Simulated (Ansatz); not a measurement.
# Fe wire along [110], 3 atoms a period: bands by functional and under strain, part 3 of 3

Wanted: the relaxed geometry and the bands of the Fe wire along [110], 3 atoms a period.

Ansatz 0.2.0; DFT PBE, plane waves, PAW; relaxation of a wire's period (the session's first sound run).

So far, absolute moment (μB): step 2 (relaxing the period, PBE) 9.58; step 3 (bands of the perfect wire, PBE) 9.52; step 4 (levels at the same atoms, level LDA, cutoff 420 eV, LDA PBE) 9.22; step 5 (another level of theory, level PBEsol, cutoff 420 eV, PBEsol PBE) 9.55; step 6 (levels at the same atoms, level r2SCAN, cutoff 500 eV, r2SCAN PBE) 10.5.

## Step 8: At a strained period, period over the relaxed period 1.03, k-mesh 1×1×24

This step: DFT PBE, plane waves, PAW; relaxation at a fixed period (Ansatz 0.2.0).

The period is set to 1.03 times the relaxed one and the atoms relax within it: strain changes bond lengths and angles, which shifts the bands against each other. Against the first PBE run of this kind, the mesh along the wire has 24 points against 33.

The cell differs from the one that the last finished run ended in (c 2.442 → 2.516 Å).

The input, input.yaml:

```yaml
crystal:
  lattice:
    - [8.215, 0.0, 0.0]
    - [0.0, 8.801, 0.0]
    - [0.0, 0.0, 2.5156234798]
  atoms:
    - { symbol: Fe, position: [0.419659388, 0.33537599, 0.0], spin: 2.81 }
    - { symbol: Fe, position: [0.367508195, 0.571511073, 0.5], spin: 2.81 }
    - { symbol: Fe, position: [0.626709471, 0.479445419, 0.5], spin: 2.81 }
magnetization:
  spin_polarized: true
kpoints:
  mp_grid: { grid: [1, 1, 24] }
  band_path: { path: ["Γ", Z], npoints: 50 }
scf:
  occupations: { method: fermi_dirac, width: 0.05 }
hamiltonian:
  xc: pbe
relax:
  max_steps: 40
  f_tol: 0.02
output:
  stress: true
```

The run is started by

```bash
ansatz run input.yaml --threads 4 --pin off --max-ram 16384MiB --backend cpu --events-out ev --progress --plain --runs-dir out
```

Numbers of over 12 decimals in the logs are rounded to 6 here.

The log of the run:

```text
Warning: output.stress: scf.convergence.dr2_threshold = 1e-7 eV (the SCF's general default) is looser than the 3e-10 eV advised for a printed stress (1e-10 eV for each atom of the cell: 3). What an SCF threshold leaves in a stress goes as its square root, and in the free energy as the threshold itself, and one threshold admits the most on a small cell: [figures from the program's tests cut] Every solve of this run an [...]
[...]
Crystal: 3 atoms, lattice volume = 181.880 Å³
Basis set: ecut = 420 eV, 3579 PW (Γ), exchange–correlation on 120×120×36 points (8 copies of the dense FFT grid, shifted against one another)
Bands: 34, of which v1, the nominal top of the filled ones, is band 24 counted from 1 (23 counted from 0)
Symmetry: 2 space group operations
[...]
k-points: 13 of 24
[...]
Starting moments: Σ|m| = 8.43 μB on 3 of 3 sites
[...]
SCF iter   1: F=—  HF=-13434.512983 eV  |F-HF|=—  |Δ(HF+E_count)|=         —  Δρ=2.56e-2 (↑2.54e-2 ↓2.56e-2)  dr2=8.26e0  dr2_m=6.39e-1  M=8.806 μB ∫|m|=8.880 μB  β_m=0.30  ethr=3.10e-3  ⟨swp⟩=8.5  Hψ=4248  notcnv=0
[...]
SCF iter  11: F=-13435.842044 eV  HF=-13435.842044 eV  |F-HF|=4.49e-8  |Δ(HF+E_count)|=   3.02e-7  Δρ=1.33e-5 (↑6.84e-6 ↓1.33e-5)  dr2=3.96e-7  dr2_m=7.10e-8  M=9.385 μB ∫|m|=9.683 μB  ethr=8.65e-9  ⟨swp⟩=1.7  Hψ=2840  notcnv=0
SCF 1 converged in 11 iterations: F = -13435.842044 eV  dr2 = 3.96e-7
[...]
relax step   1: F+E_penalty+E_count = -13435.84204429 eV  Δ(F+E_penalty+E_count) = +0.000e0 eV  max|allowed force component| = 3.023e-1 eV/Å  Δτ_max = 0.0000 Å  (11 SCF iters, dr2 threshold 1.00e-5 eV, accepted)
[...]
SCF iter   6: F=-13435.847739 eV  HF=-13435.847739 eV  |F-HF|=7.19e-7  |Δ(HF+E_count)|=   1.92e-6  Δρ=1.70e-5 (↑6.01e-6 ↓1.70e-5)  dr2=1.02e-6  dr2_m=1.34e-7  M=9.357 μB ∫|m|=9.651 μB  ethr=6.58e-9  ⟨swp⟩=2.0  Hψ=2853  notcnv=0
SCF 2 converged in 6 iterations: F = -13435.847739 eV  dr2 = 1.02e-6
relax step   2: F+E_penalty+E_count = -13435.84773877 eV  Δ(F+E_penalty+E_count) = -5.694e-3 eV  max|allowed force component| = 1.928e-1 eV/Å  Δτ_max = 0.0129 Å  (6 SCF iters, dr2 threshold 5.71e-6 eV, accepted)
SCF iter   1: F=—  HF=-13435.850778 eV  |F-HF|=—  |Δ(HF+E_count)|=         —  Δρ=1.35e-3 (↑1.13e-3 ↓1.35e-3)  dr2=5.71e-3  dr2_m=1.54e-3  M=9.341 μB ∫|m|=9.627 μB  β_m=0.65  ethr=1.24e-4  ⟨swp⟩=4.0  Hψ=2127  notcnv=0  defer=39
[...]
SCF iter   8: F=-13435.851586 eV  HF=-13435.851586 eV  |F-HF|=5.09e-7  |Δ(HF+E_count)|=   2.76e-7  Δρ=9.40e-6 (↑9.12e-6 ↓9.40e-6)  dr2=5.12e-7  dr2_m=1.34e-8  M=9.323 μB ∫|m|=9.607 μB  ethr=7.41e-10  ⟨swp⟩=1.7  Hψ=2843  notcnv=0
SCF 3 converged in 8 iterations: F = -13435.851586 eV  dr2 = 5.12e-7
relax step   3: F+E_penalty+E_count = -13435.85158561 eV  Δ(F+E_penalty+E_count) = -3.847e-3 eV  max|allowed force component| = 8.909e-3 eV/Å  Δτ_max = 0.0221 Å  (8 SCF iters, dr2 threshold 2.32e-6 eV, accepted)
[...]
SCF iter   3: F=-13435.851586 eV  HF=-13435.851586 eV  |F-HF|=2.82e-9  |Δ(HF+E_count)|=  9.53e-10  Δρ=3.76e-6 (↑2.02e-6 ↓3.76e-6)  dr2=1.45e-8  dr2_m=1.27e-8  M=9.323 μB ∫|m|=9.607 μB  ethr=5.36e-11  ⟨swp⟩=1.5  Hψ=2555  notcnv=0
SCF 4 converged in 3 iterations: F = -13435.851586 eV  dr2 = 1.45e-8
relax step   4: F+E_penalty+E_count = -13435.85158610 eV  Δ(F+E_penalty+E_count) = -4.891e-7 eV  max|allowed force component| = 9.033e-3 eV/Å  Δτ_max = 0.0000 Å  (3 SCF iters, accepted)
[...]
the band table was solved once a step of the walk had ended and its energy, with any forces and stress, was formed, with the checks that follow a solve (4366 applications of the Hamiltonian). They found nothing against the state; the energy, forces and stress were not computed again (output.eigenvalues in the input reference)
[...]
SCF converged after 3 iterations
Magnetization: 9.3231 μB (28.6616 up, 19.3384 down)
Absolute magnetization: 9.6088 μB (∫|ρ↑−ρ↓|, with the PAW one-centre terms)
[...]
Per-site moments (μB) at R_I (Å): [(2.825400, 1.000671), (2.808172, 0.935114), (2.807185, 0.935114)]
Free energy (F): -13435.851586 eV
[...]
Internal energy: -13435.815997 eV  (E = F + TS)
E sigma→0 (E₀):  -13435.833791 eV
Entropy (-TS):   -0.035589 eV (-11.863 meV/atom)
Fermi energy:    0.523869 eV
[...]
--- Forces (eV/Å), atoms counted from 1 ---
  atom   1  Fe     0.00350952     0.00905162     0.00000000
  atom   2  Fe    -0.00646531    -0.00323054     0.00000000
  atom   3  Fe     0.00297059    -0.00576501     0.00000000
  max |Σ_I F_I| component: 5.61e-5 eV/Å
--- Stress (GPa, compression-positive) ---
        0.172104       0.005605       0.000000
        0.005605       0.148993       0.000000
        0.000000       0.000000      -1.036855
  P = ⅓ Tr σ = -0.2386 GPa (-2.386 kbar)
--- Band table (eV; the first three rows and the last of 26) ---
  k-point 0 ↑: bands = [... 20 lower, -1.6585, -1.5774, -1.3768, -1.2662, -1.1192, -0.7228, -0.6461, -0.5288, ... 6 higher]
  k-point 1 ↑: bands = [... 20 lower, -1.6460, -1.5817, -1.4634, -1.3197, -1.0414, -0.7982, -0.5695, -0.4606, ... 6 higher]
  k-point 2 ↑: bands = [... 20 lower, -1.6673, -1.6628, -1.5379, -1.4079, -0.9382, -0.9025, -0.6257, -0.5238, ... 6 higher]
  k-point 12 ↓: bands = [... 20 lower, 1.2999, 1.3927, 1.6359, 1.6760, 1.9947, 2.1650, 2.5724, 3.4517, ... 6 higher]
--- Relaxed structure (4 steps of the walk, 4 accepted, 0 SCFs on fresh bases) ---
  F+E_penalty+E_count = -13435.85158610 eV   max|allowed force component| = 9.033e-3 eV/Å
  atoms:
    - { symbol: Fe, position: [0.421175, 0.339087, 0.0] }
    - { symbol: Fe, position: [0.367371, 0.569364, 0.500000] }
    - { symbol: Fe, position: [0.625331, 0.477881, 0.500000] }
```

Run time: 26 s. Hardware: 4 threads of Arm Neoverse V1, shared host; peak memory 0.61 GiB; 99 s of CPU time.

Step by step:

```csv
step,energy less that of the first step (eV),largest force component (eV/Å)
1,0.0000,0.3023
2,-0.0057,0.1928
3,-0.0095,0.0089
4,-0.0095,0.0090
```

The run keeps the 2 symmetry operations that it works with, so distortions that break them were not tested.

The atoms that moved most (Å):

```csv
atom,dx,dy,dz,length
Fe1,0.012,0.033,0.000,0.035
Fe2,-0.001,-0.019,0.000,0.019
Fe3,-0.011,-0.014,0.000,0.018
```

Final coordinates:

```cif
data_structure
_symmetry_space_group_name_H-M 'P 1'
_symmetry_Int_Tables_number 1
_cell_length_a 8.2150
_cell_length_b 8.8010
_cell_length_c 2.5156
_cell_angle_alpha 90.000
_cell_angle_beta 90.000
_cell_angle_gamma 90.000
_cell_volume 181.88
loop_
_atom_site_label
_atom_site_type_symbol
_atom_site_fract_x
_atom_site_fract_y
_atom_site_fract_z
_atom_site_occupancy
Fe1 Fe 0.42118 0.33909 0.00000 1
Fe2 Fe 0.36737 0.56936 0.50000 1
Fe3 Fe 0.62533 0.47788 0.50000 1
```

Numbers from this step:

| Property | Result |
| --- | --- |
| energy at zero smearing | -13435.8338 eV |
| total moment | 9.323 μB |
| absolute moment | 9.609 μB |

The electronic bands at the labelled points (eV, zero at the Fermi level):

```csv
point,up 27,up 28,up 29,up 30,down 18,down 19,down 20,down 21
Γ,-1.17,-1.05,-0.93,-0.89,-0.29,-0.07,0.21,0.27
halfway,-1.48,-1.12,0.37,0.47,-0.58,-0.53,-0.31,0.06
Z,-0.65,1.32,2.03,3.90,-0.69,0.40,0.42,0.78
```

Bands cross the Fermi level, as under PBE at the relaxed period, with an absolute moment of 9.61 μB a cell.

## Step 9: At a strained period, period over the relaxed period 1.1, k-mesh 1×1×23

The period is set to 1.1 times the relaxed one and the atoms relax within it: strain changes bond lengths and angles, which shifts the bands against each other. Against the first PBE run of this kind, the mesh along the wire has 23 points against 33.

The cell differs from the one that the last finished run ended in (c 2.516 → 2.687 Å).

input.yaml, as its differences from that of step 8:

```diff
@@ -4,3 +4,3 @@
     - [0.0, 8.801, 0.0]
-    - [0.0, 0.0, 2.5156234798]
+    - [0.0, 0.0, 2.6865881823]
   atoms:
@@ -12,3 +12,3 @@
 kpoints:
-  mp_grid: { grid: [1, 1, 24] }
+  mp_grid: { grid: [1, 1, 23] }
   band_path: { path: ["Γ", Z], npoints: 50 }
```

The log of the run:

```text
[...]
Crystal: 3 atoms, lattice volume = 194.241 Å³
Basis set: ecut = 420 eV, 3811 PW (Γ), exchange–correlation on 120×120×36 points (8 copies of the dense FFT grid, shifted against one another)
Bands: 34, of which v1, the nominal top of the filled ones, is band 24 counted from 1 (23 counted from 0)
[...]
--- Relaxed structure (5 steps of the walk, 5 accepted, 0 SCFs on fresh bases) ---
  F+E_penalty+E_count = -13435.80569820 eV   max|allowed force component| = 1.508e-2 eV/Å
  atoms:
    - { symbol: Fe, position: [0.423958, 0.350354, 0.0] }
    - { symbol: Fe, position: [0.367182, 0.565912, 0.500000] }
    - { symbol: Fe, position: [0.622738, 0.470067, 0.500000] }
[key lines of the parts left out:]
SCF converged after 8 iterations
Magnetization: 9.5414 μB (28.7707 up, 19.2293 down)
Free energy (F): -13435.805698 eV
Fermi energy:    0.307918 eV
P = ⅓ Tr σ = -0.2929 GPa (-2.929 kbar)
```

Elapsed: 34 s, on 4 threads; peak memory 0.64 GiB.

Relaxation path:

```csv
step,energy less that of the first step (eV),largest force component (eV/Å)
1,0.0000,1.2982
2,-0.1248,0.7152
3,-0.1618,0.1915
4,-0.1640,0.0619
5,-0.1643,0.0151
```

The run keeps the 2 symmetry operations that it works with, so distortions that break them were not tested.

The atoms that moved most (Å):

```csv
atom,dx,dy,dz,length
Fe1,0.035,0.132,0.000,0.136
Fe3,-0.033,-0.083,0.000,0.089
Fe2,-0.003,-0.049,0.000,0.049
```

The relaxed structure:

```cif
data_structure
_symmetry_space_group_name_H-M 'P 1'
_symmetry_Int_Tables_number 1
_cell_length_a 8.2150
_cell_length_b 8.8010
_cell_length_c 2.6866
_cell_angle_alpha 90.000
_cell_angle_beta 90.000
_cell_angle_gamma 90.000
_cell_volume 194.24
loop_
_atom_site_label
_atom_site_type_symbol
_atom_site_fract_x
_atom_site_fract_y
_atom_site_fract_z
_atom_site_occupancy
Fe1 Fe 0.42396 0.35035 0.00000 1
Fe2 Fe 0.36718 0.56591 0.50000 1
Fe3 Fe 0.62274 0.47007 0.50000 1
```

This step gave:

| Item | Value |
| --- | --- |
| energy at zero smearing | -13435.7941 eV |
| total moment | 9.541 μB |
| absolute moment | 9.798 μB |

Bands cross the Fermi level, as under PBE at the relaxed period, with an absolute moment of 9.80 μB a cell.

## Step 10: A varied input

This step: DFT LDA, plane waves, PAW; bands of a perfect wire at the PBE geometry; changed: scf.occupations.method = "cold", scf.occupations.width = 0.001 (Ansatz 0.2.0).

The atoms of the band run (LDA) are kept and the input is varied, to see whether the result depends on it.

The input, input.yaml:

```yaml
crystal:
  lattice:
    - [8.215, 0.0, 0.0]
    - [0.0, 8.801, 0.0]
    - [0.0, 0.0, 2.442352893]
  atoms:
    - { symbol: Fe, position: [0.419659388, 0.33537599, 0.0], spin: 2.81 }
    - { symbol: Fe, position: [0.367508195, 0.571511073, 0.5], spin: 2.81 }
    - { symbol: Fe, position: [0.626709471, 0.479445419, 0.5], spin: 2.81 }
magnetization:
  spin_polarized: true
kpoints:
  mp_grid: { grid: [1, 1, 25] }
  band_path: { path: ["Γ", Z], npoints: 50 }
scf:
  occupations: { method: cold, width: 0.001 }
hamiltonian:
  xc: lda
```

The log of the run:

```text
[...]
Crystal: 3 atoms, lattice volume = 176.583 Å³
Basis set: ecut = 420 eV, 3443 PW (Γ)
Bands: 34, of which v1, the nominal top of the filled ones, is band 24 counted from 1 (23 counted from 0)
Symmetry: 2 space group operations
[...]
k-points: 13 of 25
[...]
Starting moments: Σ|m| = 8.43 μB on 3 of 3 sites
[...]
SCF iter   1: F=—  HF=-13251.724230 eV  |F-HF|=—  |Δ(HF+E_count)|=         —  Δρ=2.92e-2 (↑2.28e-2 ↓2.92e-2)  dr2=8.42e0  dr2_m=6.72e-1  M=8.879 μB ∫|m|=8.924 μB  β_m=0.30  ethr=3.10e-3  ⟨swp⟩=9.3  Hψ=4447  notcnv=0
[...]
SCF iter  11: F=—  HF=-13252.761830 eV  |F-HF|=—  |Δ(HF+E_count)|=         —  Δρ=3.23e-4 (↑7.72e-5 ↓3.23e-4)  dr2=4.27e-4  dr2_m=2.60e-5  M=9.120 μB ∫|m|=9.256 μB  β_m=0.68  ethr=2.15e-7  ⟨swp⟩=2.8  Hψ=1462  notcnv=0  defer=44
[...]
iteration 11: the input's own smearing fills from here on; a Gaussian of 0.001 eV has filled iterations ahead of it
SCF iter  12: F=—  HF=-13252.762790 eV  |F-HF|=—  |Δ(HF+E_count)|=   9.60e-4  S|Δr|=    0.00e0  Δρ=2.71e-3 (↑5.35e-4 ↓2.71e-3)  dr2=2.95e-2  dr2_m=1.97e-3  M=9.120 μB ∫|m|=9.256 μB  β_m=0.38  ethr=2.15e-7  ⟨swp⟩=3.3  Hψ=2017  notcnv=0  defer=44  recentre
[...]
SCF iter  18: F=-13252.761825 eV  HF=-13252.761825 eV  |F-HF|=1.98e-8  |Δ(HF+E_count)|=   1.21e-7  S|Δr|=    0.00e0  Δρ=2.25e-6 (↑1.38e-6 ↓2.25e-6)  dr2=3.80e-8  dr2_m=1.20e-9  M=9.120 μB ∫|m|=9.256 μB  ethr=2.08e-10  ⟨swp⟩=8.9  Hψ=2192  notcnv=0
SCF 1 converged in 18 iterations: F = -13252.761825 eV  dr2 = 3.80e-8
[...]
SCF converged after 18 iterations
Magnetization: 9.1200 μB (28.5600 up, 19.4400 down)
Absolute magnetization: 9.2566 μB (∫|ρ↑−ρ↓|, with the PAW one-centre terms)
[...]
Per-site moments (μB) at R_I (Å): [(2.751493, 1.007471), (2.738976, 0.939796), (2.741066, 0.939796)]
Free energy (F): -13252.761825 eV
[...]
Internal energy: -13252.761812 eV  (E = F + TS)
E sigma→0 (E₀):  -13252.761821 eV
Entropy (-TS):   -0.000013 eV (-0.004 meV/atom)
Fermi energy:    0.306261 eV
[...]
--- Band table (eV; the first three rows and the last of 26) ---
  k-point 0 ↑: bands = [... 20 lower, -1.7332, -1.6604, -1.2369, -1.1946, -1.1828, -0.8080, -0.6755, -0.6479, ... 6 higher]
  k-point 1 ↑: bands = [... 20 lower, -1.7006, -1.6590, -1.3842, -1.2583, -1.0674, -0.8021, -0.7033, -0.5183, ... 6 higher]
  k-point 2 ↑: bands = [... 20 lower, -1.7020, -1.6704, -1.5455, -1.3831, -0.9606, -0.9173, -0.6417, -0.5325, ... 6 higher]
  k-point 12 ↓: bands = [... 20 lower, 1.0658, 1.1865, 1.3656, 1.3886, 1.6587, 1.8818, 2.4685, 3.3444, ... 6 higher]
```

The job ended after 18 s (4 threads; peak memory 0.58 GiB; 71 s of CPU time).

Numbers from this step:

- total moment: 9.120 μB
- absolute moment: 9.257 μB

Site moment by atom:

```csv
atom,site moment (μB)
Fe1,2.75
Fe2,2.74
Fe3,2.74
```

It took 18 s against 16 s for the run it varies.

The two runs compared:

```csv
quantity,this run,the run it varies,difference
total moment (μB),9.1200,9.0744,0.0456
absolute moment (μB),9.2566,9.2167,0.0400
```

## Step 11: A varied input: scf.n_extra_bands = 32

This step: DFT LDA, plane waves, PAW; bands of a perfect wire at the PBE geometry; changed: scf.n_extra_bands = 32 (Ansatz 0.2.0).

The atoms of the band run (LDA) are kept and the input is varied, to see whether the result depends on it.

input.yaml, as its differences from that of step 10:

```diff
@@ -15,3 +15,4 @@
 scf:
-  occupations: { method: cold, width: 0.001 }
+  occupations: { method: fermi_dirac, width: 0.05 }
+  n_extra_bands: 32
 hamiltonian:
```

The log of the run:

```text
[...]
Crystal: 3 atoms, lattice volume = 176.583 Å³
Basis set: ecut = 420 eV, 3443 PW (Γ)
Bands: 56, of which v1, the nominal top of the filled ones, is band 24 counted from 1 (23 counted from 0)
Symmetry: 2 space group operations
[...]
k-points: 13 of 25
[...]
Starting moments: Σ|m| = 8.43 μB on 3 of 3 sites
[...]
k-point 0 ↑: bands = [... 20 lower, -1.7285, -1.6544, -1.2371, -1.1930, -1.1750, -0.8063, -0.6690, -0.6369, ... 28 higher]
  k-point 1 ↑: bands = [... 20 lower, -1.6972, -1.6530, -1.3841, -1.2504, -1.0660, -0.7933, -0.7013, -0.5107, ... 28 higher]
  k-point 2 ↑: bands = [... 20 lower, -1.6990, -1.6645, -1.5455, -1.3749, -0.9566, -0.9097, -0.6437, -0.5324, ... 28 higher]
  k-point 12 ↓: bands = [... 20 lower, 1.0570, 1.1792, 1.3539, 1.3820, 1.6565, 1.8759, 2.4639, 3.3287, ... 28 higher]
[key lines of the parts left out:]
SCF converged after 12 iterations
Magnetization: 9.0744 μB (28.5372 up, 19.4628 down)
Free energy (F): -13252.775952 eV
Fermi energy:    0.291845 eV
```

The job ended after 30 s (4 threads; peak memory 0.77 GiB; 2 min of CPU time).

This step gave:

| Item | Value |
| --- | --- |
| energy at zero smearing | -13252.7609 eV |
| total moment | 9.074 μB |
| absolute moment | 9.217 μB |

It took 30 s against 16 s for the run it varies.

The total moment and absolute moment stay within 0.2 % plus 0.001 of the run it varies.

Against step 4 (now other band count), the absolute moment stays at 9.22 μB.

## Step 12: Outcome

```
cell length, PBE           : 2.442 Å
conductance, PBE           : 3.97 G₀
absolute moment, PBE       : 9.52 μB
absolute moment, LDA       : 9.22 μB
absolute moment, PBEsol    : 9.55 μB
absolute moment, r2SCAN    : 10.5 μB
gap, period scaled by 1.03 : none
gap, period scaled by 1.1  : none
```

**Reading.** Under PBE the cell's length is 2.44 Å, the absolute moment is 9.52 μB a cell, and it is a metal with 3 spin-up and 5 spin-down channels next to the Fermi level, 3.97 G₀ at 300 K. A perfect wire passes every open channel, so the conductance counts half a G₀ for each forward-moving state at the Fermi level, spin by spin; the value here is no such multiple, since a band edge lies within the thermal window. Transport is coherent and elastic here: the atoms are frozen, so scattering by vibrations plays no part. In the perfect wire the moments were started parallel, and no opposed start was run. No search over magnetic orders was made; another may lie lower.

[Logs are printed without paths, hosts, clocks, repeated set-up lines and the standing remarks that a program may print on its own settings, such as how far it seeks lower states.]

[Hosts, paths, dates, database ids (printed as entryN), source tags and the programs' standing remarks are cut or masked in the printed files.]
